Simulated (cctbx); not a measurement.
## From intensities to atoms

Cell a = 4.1460 Å, b = 4.1460 Å, c = 10.3280 Å, α = 90.00°, β = 90.00°, γ = 90.00°; space group I4/mmm (no. 139); content Gd2 Ru4 Ga4.

The data are simulated with cctbx, not measured: synchrotron X-rays, λ = 0.6889 Å, to d = 0.8 Å, 95 % of the full sphere, strongest reflection 70000 counts, noise from counting, a 6 % proportional error and a noise floor of 15 counts (s.d.); no absorption, and some extinction, which the refinements don't model.

Charge flipping in P1 on normalised amplitudes to 0.8 Å, δ = 1.1 σ, 30 % of the reflections treated as weak, 600 cycles:

```text
cycle      R  skewness
    0  0.549     0.34
   50  0.439     2.40
  100  0.430     2.21
  150  0.444     2.30
  200  0.469     2.36
  250  0.418     2.35
  300  0.423     2.21
  350  0.451     2.32
  400  0.406     2.41
  450  0.445     2.32
  500  0.444     2.20
  550  0.418     2.12
origin shift          correlation  skewness
-0.009  0.321  0.331      0.901      2.15
 0.458  0.869  0.095      0.903      3.88
-0.042  0.369  0.095      0.903      3.88
-0.034  0.841  0.338      0.883      6.03
taken: symmetry correlation 0.883, skewness 6.03
peak      x       y       z  mult  height/sigma
Q1    0.0000  0.0000  0.5000    2     18.9
Q2    0.0000  0.5000  0.2500    4      7.7
Q3    0.0000  0.0000  0.1174    4      5.9
Q4    0.0000  0.5000  0.1379    8      4.3
Q5    0.0000  0.0000  0.0000    2      2.4
Q6    0.2077  0.2077  0.5000    8      1.0
Q7    0.0000  0.1752  0.3934   16      0.9
Q8    0.1230  0.2964  0.2998   32      0.7
```

The origin is taken among those within 0.04 of the best correlation, by the skewness of the map.

It took 0.46 s on 1 thread of Arm Neoverse V1 (shared host), peak memory 0.07 GiB.

Q: Assign the peaks.

Heights go roughly as Z and multiplicities must add up to the content. First model: Q1 = Gd1 (2 in the cell, height 18.9), Q2 = Ru1 (4 in the cell, height 7.7) and Q3 = Ga1 (4 in the cell, height 5.9). Against the true structure, Q1 is Gd, Q2 is Ru and Q3 is Ga; the other peaks are not atoms.

Least squares on F², isotropic:

```text
Rint 0.046, 76 unique reflections to 0.80 A
cycle     R1     wR2    GooF  max shift (A)
   1  0.0794  0.2212   9.570   0.02744
   2  0.0107  0.0228   0.987   0.00000
final R1 0.0107 wR2 0.0228 GooF 0.987  parameters 4  data/parameter 19.0
atom        x        y        z      Ueq    occ   su(xyz)  su(Uiso or U11)
Gd1    0.00000  0.00000  0.50000   0.0110  1.000  0.00000  0.0002
Ru1    0.00000  0.50000  0.25000   0.0139  1.000  0.00000  0.0002
Ga1    0.00000  0.00000  0.11474   0.0148  1.000  0.00005  0.0002
difference map: max 0.48 min -0.90 rms 0.17
Q1    0.0000  0.3172  0.5000    8    0.49  1.32 A from Gd1
Q2    0.1422  0.1422  0.1567   16    0.39  0.94 A from Ga1
Q3    0.1250  0.1250  0.2593   16    0.28  1.64 A from Ru1
Q4    0.1384  0.3616  0.2500   16    0.24  0.81 A from Ru1
Q5    0.1250  0.3333  0.4444   32    0.24  1.58 A from Gd1
```

Anisotropic refinement:

```text
Rint 0.046, 76 unique reflections to 0.80 A
cycle     R1     wR2    GooF  max shift (A)
   1  0.0107  0.0229   1.010   0.00018
   2  0.0107  0.0226   0.999   0.00000
final R1 0.0107 wR2 0.0226 GooF 0.999  parameters 7  data/parameter 10.9
atom        x        y        z      Ueq    occ   su(xyz)  su(Uiso or U11)
Gd1    0.00000  0.00000  0.50000   0.0110  1.000  0.00000  0.0002
Ru1    0.00000  0.50000  0.25000   0.0139  1.000  0.00000  0.0002
Ga1    0.00000  0.00000  0.11476   0.0148  1.000  0.00005  0.0002
difference map: max 0.49 min -0.89 rms 0.17
Q1    0.0000  0.3185  0.5000    8    0.50  1.32 A from Gd1
Q2    0.1429  0.1429  0.1556   16    0.39  0.94 A from Ga1
Q3    0.1250  0.1250  0.2593   16    0.28  1.64 A from Ru1
Q4    0.1364  0.3636  0.2500   16    0.26  0.80 A from Ru1
Q5    0.1397  0.3400  0.4318   32    0.25  1.68 A from Gd1
Q6    0.0000  0.1666  0.0439   16    0.20  1.01 A from Ga1
```

**Reading.** The refinement ends at R1 = 0.0107, wR2 = 0.0226, GooF = 1.00, with difference density between -0.89 and 0.49 e/Å³. Every site matches the true model in element, within 0.001 Å r.m.s., up to an allowed shift of origin.

True model:

| atom | mult. | x | y | z | Ueq (Å²) |
| --- | --- | --- | --- | --- | --- |
| Gd1 | 2 | 0 | 0 | 0 | 0.0112 |
| Ru1 | 4 | 1/2 | 0 | 1/4 | 0.0141 |
| Ga1 | 4 | 1/2 | 1/2 | 0.1147 | 0.0150 |

The model was made for the exercise: a known structure type with other elements put in, its volume estimated, not relaxed; displacement parameters are assumed.

[Middle refinement cycles are left out of these outputs.]

[Logs are printed without paths, hosts, clocks, repeated set-up lines and the standing remarks that a program may print on its own settings, such as how far it seeks lower states.]
